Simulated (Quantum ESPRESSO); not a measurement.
# W(100): a series in the number of layers, part 4 of 6

What law, if any, do the results for W(100) follow against the number of layers?

Quantum ESPRESSO 7.5; plane-wave DFT, PBE, GBRV ultrasoft pseudopotentials.

So far. Step 5 (SCF with pw.x, 4 layers): The vacuum levels are read from the outermost 0.7 Å of the cell on either side. Step 5 (SCF with pw.x, 4 layers): Inside the slab this potential holds the local part of the pseudopotentials, which can be repulsive at the nuclei; only its value in the vacuum has a meaning of its own.

### 6. Relaxation with pw.x, 5 layers

System of this step: W(100), 5 layers. The cell holds 5 atoms: 5 W. Cell: a = 3.182 Å, b = 3.182 Å, c = 22.476 Å, α = 90.0°, β = 90.0°, γ = 90.0°. It derives from W. Vacuum lies along c.

The input, m1.relax.in:

```
&control
  prefix = 'm1.relax'
  outdir = './out'
  pseudo_dir = './pseudo'
  nstep = 40
  forc_conv_thr = 0.001
  calculation = 'relax'
/
&system
  ibrav = 0
  nat = 5
  ntyp = 1
  ecutwfc = 40
  ecutrho = 200
  occupations = 'smearing'
  smearing = 'mv'
  degauss = 0.02
/
&electrons
  conv_thr = 1e-08
  mixing_beta = 0.4
  electron_maxstep = 120
  mixing_mode = 'local-TF'
/
&ions
/
ATOMIC_SPECIES
  W   183.8400  w_pbe_v1.2.uspp.F.UPF
CELL_PARAMETERS angstrom
  3.18214897600000 0.00000000000000 0.00000000000000
  0.00000000000000 3.18214897600000 0.00000000000000
  0.00000000000000 0.00000000000000 22.47644466592405
ATOMIC_POSITIONS crystal
  W   0.000000000000 0.000000000000 0.358422939068
  W   0.500000000000 0.500000000000 0.429211469534
  W   0.000000000000 0.000000000000 0.500000000000 0 0 0
  W   0.500000000000 0.500000000000 0.570788530466
  W   0.000000000000 0.000000000000 0.641577060932
K_POINTS automatic
  10 10 1 0 0 0
```

Started as:

```bash
$ OMP_NUM_THREADS=1 mpirun -n 4 pw.x -nk 4 -in m1.relax.in > m1.relax.out
```

Log:

```text
[banner, memory and clock lines left out]
Program PWSCF v.7.5 starts
[...]
Message from routine setup:
[...]
number of electrons       =        70.00
     number of Kohn-Sham states=           42
     kinetic-energy cutoff     =      40.0000  Ry
     charge density cutoff     =     200.0000  Ry
[...]
number of k points=    21  Marzari-Vanderbilt smearing, width (Ry)=  0.0200
[...]
Dense  grid:    73439 G-vectors     FFT dimensions: (  27,  27, 192)
[...]
negative rho (up, down):  3.148E-01 0.000E+00
     Starting wfcs are   65 randomized atomic wfcs
[...]
negative rho (up, down):  3.139E-01 0.000E+00
[...]
estimated scf accuracy    <       2.05582853 Ry
[...]
negative rho (up, down):  3.163E-01 0.000E+00
[...]
estimated scf accuracy    <       0.89093431 Ry
[...]
negative rho (up, down):  3.222E-01 0.000E+00
[...]
estimated scf accuracy    <       0.07216467 Ry
[...]
negative rho (up, down):  3.278E-01 0.000E+00
[...]
estimated scf accuracy    <       0.06922546 Ry
[...]
negative rho (up, down):  3.252E-01 0.000E+00
[...]
estimated scf accuracy    <       0.00961678 Ry
[...]
negative rho (up, down):  3.271E-01 0.000E+00
[...]
estimated scf accuracy    <       0.01787105 Ry
[...]
negative rho (up, down):  3.277E-01 0.000E+00
[...]
estimated scf accuracy    <       0.01372419 Ry
[...]
negative rho (up, down):  3.255E-01 0.000E+00
[...]
estimated scf accuracy    <       0.00606239 Ry
[...]
negative rho (up, down):  3.257E-01 0.000E+00
[...]
estimated scf accuracy    <       0.00140556 Ry
[...]
negative rho (up, down):  3.276E-01 0.000E+00
[...]
estimated scf accuracy    <       0.00069932 Ry
[...]
negative rho (up, down):  3.266E-01 0.000E+00
[...]
estimated scf accuracy    <       0.00027649 Ry
[...]
negative rho (up, down):  3.265E-01 0.000E+00
[...]
estimated scf accuracy    <       0.00002046 Ry
[...]
negative rho (up, down):  3.264E-01 0.000E+00
[...]
estimated scf accuracy    <       0.00000424 Ry
[...]
negative rho (up, down):  3.264E-01 0.000E+00
[...]
estimated scf accuracy    <       0.00000403 Ry
[...]
negative rho (up, down):  3.263E-01 0.000E+00
[...]
estimated scf accuracy    <       0.00000004 Ry
[...]
negative rho (up, down):  3.263E-01 0.000E+00
[...]
estimated scf accuracy    <       0.00000010 Ry
[...]
negative rho (up, down):  3.264E-01 0.000E+00
[...]
estimated scf accuracy    <       0.00000013 Ry
[...]
negative rho (up, down):  3.264E-01 0.000E+00
[...]
estimated scf accuracy    <       0.00000040 Ry
[...]
negative rho (up, down):  3.264E-01 0.000E+00
[...]
estimated scf accuracy    <       0.00000040 Ry
[...]
negative rho (up, down):  3.264E-01 0.000E+00
[...]
estimated scf accuracy    <       0.00000047 Ry
[...]
negative rho (up, down):  3.264E-01 0.000E+00
[...]
estimated scf accuracy    <       0.00000013 Ry
[...]
negative rho (up, down):  3.264E-01 0.000E+00
[...]
estimated scf accuracy    <       0.00000025 Ry
[...]
negative rho (up, down):  3.264E-01 0.000E+00
[...]
estimated scf accuracy    <       0.00000014 Ry
[...]
negative rho (up, down):  3.263E-01 0.000E+00
[...]
estimated scf accuracy    <       0.00000002 Ry
[...]
negative rho (up, down):  3.263E-01 0.000E+00
[...]
the Fermi energy is     5.2261 ev
!    total energy              =    -795.28619152 Ry
     estimated scf accuracy    <          2.3E-09 Ry
     smearing contrib. (-TS)   =      -0.00121379 Ry
     internal energy E=F+TS    =    -795.28497774 Ry
[...]
one-electron contribution =   -5147.03178189 Ry
     hartree contribution      =    2571.56234001 Ry
     xc contribution           =    -205.61862801 Ry
     ewald contribution        =    1985.80309216 Ry
     convergence has been achieved in  25 iterations
     negative rho (up, down):  3.263E-01 0.000E+00
[...]
Total force =     0.129352     Total SCF correction =     0.000216
[...]
negative rho (up, down):  3.339E-01 0.000E+00
[...]
negative rho (up, down):  3.344E-01 0.000E+00
[...]
estimated scf accuracy    <       0.00935487 Ry
[...]
negative rho (up, down):  3.348E-01 0.000E+00
[...]
estimated scf accuracy    <       0.00179082 Ry
[...]
negative rho (up, down):  3.348E-01 0.000E+00
[...]
estimated scf accuracy    <       0.00028352 Ry
[...]
negative rho (up, down):  3.349E-01 0.000E+00
[...]
estimated scf accuracy    <       0.00011291 Ry
[...]
negative rho (up, down):  3.349E-01 0.000E+00
[...]
estimated scf accuracy    <       0.00000764 Ry
[...]
negative rho (up, down):  3.350E-01 0.000E+00
[...]
estimated scf accuracy    <       0.00000228 Ry
[...]
negative rho (up, down):  3.351E-01 0.000E+00
[...]
estimated scf accuracy    <       0.00000252 Ry
[...]
negative rho (up, down):  3.352E-01 0.000E+00
[...]
estimated scf accuracy    <       0.00000073 Ry
[...]
negative rho (up, down):  3.352E-01 0.000E+00
[...]
estimated scf accuracy    <       0.00000008 Ry
[...]
negative rho (up, down):  3.352E-01 0.000E+00
[...]
estimated scf accuracy    <       0.00000012 Ry
[...]
negative rho (up, down):  3.352E-01 0.000E+00
[...]
estimated scf accuracy    <       0.00000001 Ry
[...]
negative rho (up, down):  3.352E-01 0.000E+00
[...]
the Fermi energy is     5.2516 ev
!    total energy              =    -795.29931159 Ry
     estimated scf accuracy    <          1.2E-09 Ry
     smearing contrib. (-TS)   =      -0.00072534 Ry
     internal energy E=F+TS    =    -795.29858626 Ry
[...]
one-electron contribution =   -5169.67209901 Ry
     hartree contribution      =    2582.96295273 Ry
     xc contribution           =    -205.68092164 Ry
     ewald contribution        =    1997.09148166 Ry
     convergence has been achieved in  12 iterations
     negative rho (up, down):  3.352E-01 0.000E+00
[...]
Total force =     0.073872     Total SCF correction =     0.000202
[...]
negative rho (up, down):  3.319E-01 0.000E+00
[...]
negative rho (up, down):  3.324E-01 0.000E+00
[...]
estimated scf accuracy    <       0.00519353 Ry
[...]
negative rho (up, down):  3.328E-01 0.000E+00
[...]
estimated scf accuracy    <       0.00132461 Ry
[...]
negative rho (up, down):  3.328E-01 0.000E+00
[...]
estimated scf accuracy    <       0.00021813 Ry
[...]
negative rho (up, down):  3.329E-01 0.000E+00
[...]
negative rho (up, down):  3.334E-01 0.000E+00
[...]
estimated scf accuracy    <       0.00005477 Ry
[...]
negative rho (up, down):  3.335E-01 0.000E+00
[...]
estimated scf accuracy    <       0.00001518 Ry
[...]
negative rho (up, down):  3.334E-01 0.000E+00
[...]
estimated scf accuracy    <       0.00000196 Ry
[...]
negative rho (up, down):  3.335E-01 0.000E+00
[...]
estimated scf accuracy    <       0.00000206 Ry
[...]
negative rho (up, down):  3.336E-01 0.000E+00
[...]
estimated scf accuracy    <       0.00000034 Ry
[...]
negative rho (up, down):  3.336E-01 0.000E+00
[...]
estimated scf accuracy    <       0.00000027 Ry
[...]
negative rho (up, down):  3.336E-01 0.000E+00
[...]
estimated scf accuracy    <       0.00000039 Ry
[...]
negative rho (up, down):  3.336E-01 0.000E+00
[...]
estimated scf accuracy    <       0.00000002 Ry
[...]
negative rho (up, down):  3.336E-01 0.000E+00
[...]
estimated scf accuracy    <          2.5E-09 Ry
[...]
negative rho (up, down):  3.336E-01 0.000E+00
[...]
estimated scf accuracy    <          3.9E-09 Ry
[...]
negative rho (up, down):  3.336E-01 0.000E+00
[...]
the Fermi energy is     5.2630 ev
!    total energy              =    -795.30633324 Ry
     estimated scf accuracy    <          1.9E-09 Ry
     smearing contrib. (-TS)   =       0.00003333 Ry
     internal energy E=F+TS    =    -795.30636657 Ry
[...]
one-electron contribution =   -5229.63136822 Ry
     hartree contribution      =    2613.02843062 Ry
     xc contribution           =    -205.80450975 Ry
     ewald contribution        =    2027.10108078 Ry
     convergence has been achieved in  13 iterations
     negative rho (up, down):  3.336E-01 0.000E+00
[...]
Total force =     0.022812     Total SCF correction =     0.000307
[...]
negative rho (up, down):  3.359E-01 0.000E+00
[...]
negative rho (up, down):  3.361E-01 0.000E+00
[...]
estimated scf accuracy    <       0.00393598 Ry
[...]
negative rho (up, down):  3.363E-01 0.000E+00
[...]
estimated scf accuracy    <       0.00082223 Ry
[...]
negative rho (up, down):  3.363E-01 0.000E+00
[...]
estimated scf accuracy    <       0.00004363 Ry
[...]
negative rho (up, down):  3.363E-01 0.000E+00
[...]
estimated scf accuracy    <       0.00001347 Ry
[...]
negative rho (up, down):  3.363E-01 0.000E+00
[...]
estimated scf accuracy    <       0.00000908 Ry
[...]
negative rho (up, down):  3.363E-01 0.000E+00
[...]
estimated scf accuracy    <       0.00000070 Ry
[...]
negative rho (up, down):  3.364E-01 0.000E+00
[...]
estimated scf accuracy    <       0.00000230 Ry
[...]
negative rho (up, down):  3.364E-01 0.000E+00
[...]
estimated scf accuracy    <       0.00000352 Ry
[...]
negative rho (up, down):  3.365E-01 0.000E+00
[...]
estimated scf accuracy    <       0.00000330 Ry
[...]
negative rho (up, down):  3.365E-01 0.000E+00
[...]
estimated scf accuracy    <       0.00000021 Ry
[...]
negative rho (up, down):  3.365E-01 0.000E+00
[...]
estimated scf accuracy    <       0.00000005 Ry
[...]
negative rho (up, down):  3.365E-01 0.000E+00
[...]
estimated scf accuracy    <          4.3E-09 Ry
[...]
negative rho (up, down):  3.365E-01 0.000E+00
[...]
the Fermi energy is     5.2624 ev
!    total energy              =    -795.30704451 Ry
     estimated scf accuracy    <          2.5E-10 Ry
     smearing contrib. (-TS)   =       0.00006714 Ry
     internal energy E=F+TS    =    -795.30711165 Ry
[...]
one-electron contribution =   -5256.84149442 Ry
     hartree contribution      =    2626.64225598 Ry
     xc contribution           =    -205.83849236 Ry
     ewald contribution        =    2040.73061915 Ry
     convergence has been achieved in  13 iterations
     negative rho (up, down):  3.365E-01 0.000E+00
[...]
Total force =     0.021268     Total SCF correction =     0.000101
[...]
negative rho (up, down):  3.343E-01 0.000E+00
[...]
negative rho (up, down):  3.344E-01 0.000E+00
[...]
estimated scf accuracy    <       0.01063330 Ry
[...]
negative rho (up, down):  3.346E-01 0.000E+00
[...]
estimated scf accuracy    <       0.00173460 Ry
[...]
negative rho (up, down):  3.346E-01 0.000E+00
[...]
estimated scf accuracy    <       0.00006471 Ry
[...]
negative rho (up, down):  3.346E-01 0.000E+00
[...]
estimated scf accuracy    <       0.00001862 Ry
[...]
negative rho (up, down):  3.346E-01 0.000E+00
[...]
estimated scf accuracy    <       0.00003054 Ry
[...]
negative rho (up, down):  3.346E-01 0.000E+00
[...]
estimated scf accuracy    <       0.00000243 Ry
[...]
negative rho (up, down):  3.347E-01 0.000E+00
[...]
estimated scf accuracy    <       0.00000673 Ry
[...]
negative rho (up, down):  3.347E-01 0.000E+00
[...]
estimated scf accuracy    <       0.00000651 Ry
[...]
negative rho (up, down):  3.348E-01 0.000E+00
[...]
estimated scf accuracy    <       0.00000536 Ry
[...]
negative rho (up, down):  3.348E-01 0.000E+00
[...]
estimated scf accuracy    <       0.00000018 Ry
[...]
negative rho (up, down):  3.348E-01 0.000E+00
[...]
estimated scf accuracy    <       0.00000003 Ry
[...]
negative rho (up, down):  3.348E-01 0.000E+00
[...]
estimated scf accuracy    <          4.9E-09 Ry
[...]
negative rho (up, down):  3.348E-01 0.000E+00
[...]
estimated scf accuracy    <          2.3E-09 Ry
[...]
negative rho (up, down):  3.348E-01 0.000E+00
[...]
estimated scf accuracy    <          1.7E-09 Ry
[...]
negative rho (up, down):  3.348E-01 0.000E+00
[...]
the Fermi energy is     5.2620 ev
!    total energy              =    -795.30777792 Ry
     estimated scf accuracy    <          4.3E-12 Ry
     smearing contrib. (-TS)   =       0.00004348 Ry
     internal energy E=F+TS    =    -795.30782141 Ry
[...]
one-electron contribution =   -5292.28679377 Ry
     hartree contribution      =    2644.37437310 Ry
     xc contribution           =    -205.87472156 Ry
     ewald contribution        =    2058.47932082 Ry
     convergence has been achieved in  15 iterations
     negative rho (up, down):  3.348E-01 0.000E+00
[...]
Total force =     0.013628     Total SCF correction =     0.000006
[...]
negative rho (up, down):  3.315E-01 0.000E+00
[...]
negative rho (up, down):  3.315E-01 0.000E+00
[...]
estimated scf accuracy    <       0.00605585 Ry
[...]
negative rho (up, down):  3.315E-01 0.000E+00
[...]
estimated scf accuracy    <       0.00111712 Ry
[...]
negative rho (up, down):  3.316E-01 0.000E+00
[...]
estimated scf accuracy    <       0.00004450 Ry
[...]
negative rho (up, down):  3.316E-01 0.000E+00
[...]
estimated scf accuracy    <       0.00001245 Ry
[...]
negative rho (up, down):  3.316E-01 0.000E+00
[...]
estimated scf accuracy    <       0.00004043 Ry
[...]
negative rho (up, down):  3.316E-01 0.000E+00
[...]
estimated scf accuracy    <       0.00000245 Ry
[...]
negative rho (up, down):  3.316E-01 0.000E+00
[...]
estimated scf accuracy    <       0.00000135 Ry
[...]
negative rho (up, down):  3.316E-01 0.000E+00
[...]
estimated scf accuracy    <       0.00000548 Ry
[...]
negative rho (up, down):  3.317E-01 0.000E+00
[...]
estimated scf accuracy    <       0.00000270 Ry
[...]
negative rho (up, down):  3.317E-01 0.000E+00
[...]
estimated scf accuracy    <       0.00000073 Ry
[...]
negative rho (up, down):  3.317E-01 0.000E+00
[...]
estimated scf accuracy    <       0.00000027 Ry
[...]
negative rho (up, down):  3.317E-01 0.000E+00
[...]
estimated scf accuracy    <       0.00000002 Ry
[...]
negative rho (up, down):  3.317E-01 0.000E+00
[...]
estimated scf accuracy    <          1.8E-09 Ry
[...]
negative rho (up, down):  3.317E-01 0.000E+00
[...]
```

It took 12 min on 4 MPI ranks of Arm Neoverse N1, shared host; peak memory 0.91 GiB; 50 min of CPU time.

Relaxation path:

| step | energy less that of the first step (eV) | largest force (eV/Å) |
| --- | --- | --- |
| 1 | 0.0000 | 1.7136 |
| 2 | -0.1785 | 1.1380 |
| 3 | -0.2586 | 0.5128 |
| 4 | -0.2740 | 0.3572 |
| 5 | -0.2837 | 0.3822 |
| 6 | -0.2937 | 0.2449 |
| 7 | -0.2969 | 0.0354 |
| 8 | -0.2970 | 0.0092 |

The atoms that moved most (Å):

| atom | dx | dy | dz | length |
| --- | --- | --- | --- | --- |
| W5 | 0.000 | 0.000 | -0.144 | 0.144 |
| W1 | 0.000 | 0.000 | 0.144 | 0.144 |
| W2 | 0.000 | 0.000 | -0.025 | 0.025 |
| W4 | 0.000 | 0.000 | 0.025 | 0.025 |

The relaxation lowers the energy by 59 meV an atom. On the free atoms the largest force ends at 0.009 eV/Å.

This step gave:

```
free energy  : -10820.7169 eV
Fermi energy : 5.261 eV
```

### 7. Ground state, 5 layers

The input, m1.esm.in:

```
&control
  prefix = 'm1.esm'
  outdir = './out'
  pseudo_dir = './pseudo'
  calculation = 'scf'
  tprnfor = .true.
/
&system
  ibrav = 0
  nat = 5
  ntyp = 1
  ecutwfc = 40
  ecutrho = 200
  occupations = 'smearing'
  smearing = 'mv'
  degauss = 0.02
  assume_isolated = 'esm'
  esm_bc = 'bc1'
/
&electrons
  conv_thr = 1e-08
  mixing_beta = 0.25
  electron_maxstep = 160
  mixing_mode = 'local-TF'
  mixing_ndim = 12
/
ATOMIC_SPECIES
  W   183.8400  w_pbe_v1.2.uspp.F.UPF
CELL_PARAMETERS angstrom
  3.18214897600000 0.00000000000000 0.00000000000000
  0.00000000000000 3.18214897600000 0.00000000000000
  0.00000000000000 0.00000000000000 22.47644466592405
ATOMIC_POSITIONS crystal
  W   0.000000000000 0.000000000000 -0.135179401500
  W   0.500000000000 0.500000000000 -0.071921921900
  W   0.000000000000 0.000000000000 0.000000000000
  W   0.500000000000 0.500000000000 0.071921921900
  W   0.000000000000 0.000000000000 0.135179401500
K_POINTS automatic
  10 10 1 0 0 0
```

Started as:

```bash
$ OMP_NUM_THREADS=1 mpirun -n 4 pw.x -nk 4 -in m1.esm.in > m1.esm.out
```

Log:

```text
[banner, memory and clock lines left out]
Program PWSCF v.7.5 starts
[...]
Message from routine setup:
[...]
number of electrons       =        70.00
     number of Kohn-Sham states=           42
     kinetic-energy cutoff     =      40.0000  Ry
     charge density cutoff     =     200.0000  Ry
[...]
number of k points=    21  Marzari-Vanderbilt smearing, width (Ry)=  0.0200
[...]
Dense  grid:    73439 G-vectors     FFT dimensions: (  27,  27, 192)
[...]
negative rho (up, down):  3.213E-01 0.000E+00
     Starting wfcs are   65 randomized atomic wfcs
[...]
negative rho (up, down):  3.208E-01 0.000E+00
[...]
estimated scf accuracy    <       1.19775452 Ry
[...]
negative rho (up, down):  3.264E-01 0.000E+00
[...]
estimated scf accuracy    <       0.87685241 Ry
[...]
negative rho (up, down):  3.264E-01 0.000E+00
[...]
estimated scf accuracy    <       0.08169621 Ry
[...]
negative rho (up, down):  3.267E-01 0.000E+00
[...]
estimated scf accuracy    <       0.07759498 Ry
[...]
negative rho (up, down):  3.274E-01 0.000E+00
[...]
estimated scf accuracy    <       0.07503364 Ry
[...]
negative rho (up, down):  3.284E-01 0.000E+00
[...]
estimated scf accuracy    <       0.04925365 Ry
[...]
negative rho (up, down):  3.288E-01 0.000E+00
[...]
estimated scf accuracy    <       0.07176520 Ry
[...]
negative rho (up, down):  3.284E-01 0.000E+00
[...]
estimated scf accuracy    <       0.06630163 Ry
[...]
negative rho (up, down):  3.311E-01 0.000E+00
[...]
estimated scf accuracy    <       0.06738838 Ry
[...]
negative rho (up, down):  3.316E-01 0.000E+00
[...]
estimated scf accuracy    <       0.03090474 Ry
[...]
negative rho (up, down):  3.272E-01 0.000E+00
[...]
estimated scf accuracy    <       0.01748570 Ry
[...]
negative rho (up, down):  3.281E-01 0.000E+00
[...]
estimated scf accuracy    <       0.01014053 Ry
[...]
negative rho (up, down):  3.302E-01 0.000E+00
[...]
estimated scf accuracy    <       0.00466561 Ry
[...]
negative rho (up, down):  3.303E-01 0.000E+00
[...]
estimated scf accuracy    <       0.00175571 Ry
[...]
negative rho (up, down):  3.312E-01 0.000E+00
[...]
estimated scf accuracy    <       0.00062922 Ry
[...]
negative rho (up, down):  3.314E-01 0.000E+00
[...]
estimated scf accuracy    <       0.00070495 Ry
[...]
negative rho (up, down):  3.314E-01 0.000E+00
[...]
estimated scf accuracy    <       0.00047862 Ry
[...]
negative rho (up, down):  3.313E-01 0.000E+00
[...]
estimated scf accuracy    <       0.00016475 Ry
[...]
negative rho (up, down):  3.312E-01 0.000E+00
[...]
estimated scf accuracy    <       0.00003945 Ry
[...]
negative rho (up, down):  3.313E-01 0.000E+00
[...]
estimated scf accuracy    <       0.00000494 Ry
[...]
negative rho (up, down):  3.313E-01 0.000E+00
[...]
estimated scf accuracy    <       0.00000373 Ry
[...]
negative rho (up, down):  3.313E-01 0.000E+00
[...]
estimated scf accuracy    <       0.00000134 Ry
[...]
negative rho (up, down):  3.313E-01 0.000E+00
[...]
estimated scf accuracy    <       0.00000152 Ry
[...]
negative rho (up, down):  3.312E-01 0.000E+00
[...]
estimated scf accuracy    <       0.00000311 Ry
[...]
negative rho (up, down):  3.311E-01 0.000E+00
[...]
estimated scf accuracy    <       0.00000269 Ry
[...]
negative rho (up, down):  3.312E-01 0.000E+00
[...]
estimated scf accuracy    <       0.00000213 Ry
[...]
negative rho (up, down):  3.312E-01 0.000E+00
[...]
estimated scf accuracy    <       0.00000013 Ry
[...]
negative rho (up, down):  3.311E-01 0.000E+00
[...]
estimated scf accuracy    <       0.00000041 Ry
[...]
negative rho (up, down):  3.312E-01 0.000E+00
[...]
estimated scf accuracy    <       0.00000009 Ry
[...]
negative rho (up, down):  3.311E-01 0.000E+00
[...]
estimated scf accuracy    <       0.00000045 Ry
[...]
negative rho (up, down):  3.311E-01 0.000E+00
[...]
estimated scf accuracy    <       0.00000004 Ry
[...]
negative rho (up, down):  3.311E-01 0.000E+00
[...]
estimated scf accuracy    <       0.00000002 Ry
[...]
negative rho (up, down):  3.311E-01 0.000E+00
[...]
estimated scf accuracy    <       0.00000001 Ry
[...]
negative rho (up, down):  3.311E-01 0.000E+00
[...]
the Fermi energy is    -4.1489 ev
!    total energy              =    -795.30802148 Ry
     estimated scf accuracy    <          4.3E-09 Ry
     smearing contrib. (-TS)   =      -0.00000985 Ry
     internal energy E=F+TS    =    -795.30801163 Ry
[...]
one-electron contribution =    8145.99488855 Ry
     hartree contribution      =   -4098.96715081 Ry
     xc contribution           =    -205.88954437 Ry
     ewald contribution        =   -4636.44620500 Ry
     convergence has been achieved in  34 iterations
     negative rho (up, down):  3.311E-01 0.000E+00
[...]
Total force =     0.000572     Total SCF correction =     0.000486
[...]
```

Wall time 4.2 min (4 MPI ranks); peak memory 0.88 GiB.

Read from the output:

| Quantity | Value |
| --- | --- |
| Fermi energy | -4.149 eV |
| vacuum line at the lower end of the cell, over the Fermi level | 4.149 eV |
| vacuum line at the upper end of the cell, over the Fermi level | 4.149 eV |

Inside the slab this potential holds the local part of the pseudopotentials, which can be repulsive at the nuclei; only its value in the vacuum has a meaning of its own.

[end of part 4 of 6]

[Logs are printed without paths, hosts, clocks, repeated set-up lines and the standing remarks that a program may print on its own settings, such as how far it seeks lower states.]

[Hosts, paths, dates, database ids (printed as entryN), source tags and the programs' standing remarks are cut or masked in the printed files.]

[Maps of the electrostatic potential energy from Ansatz leave out the sawtooth potential of an applied field or a dipole correction, so their vacuum need not be flat; planar profiles and work functions include it.]
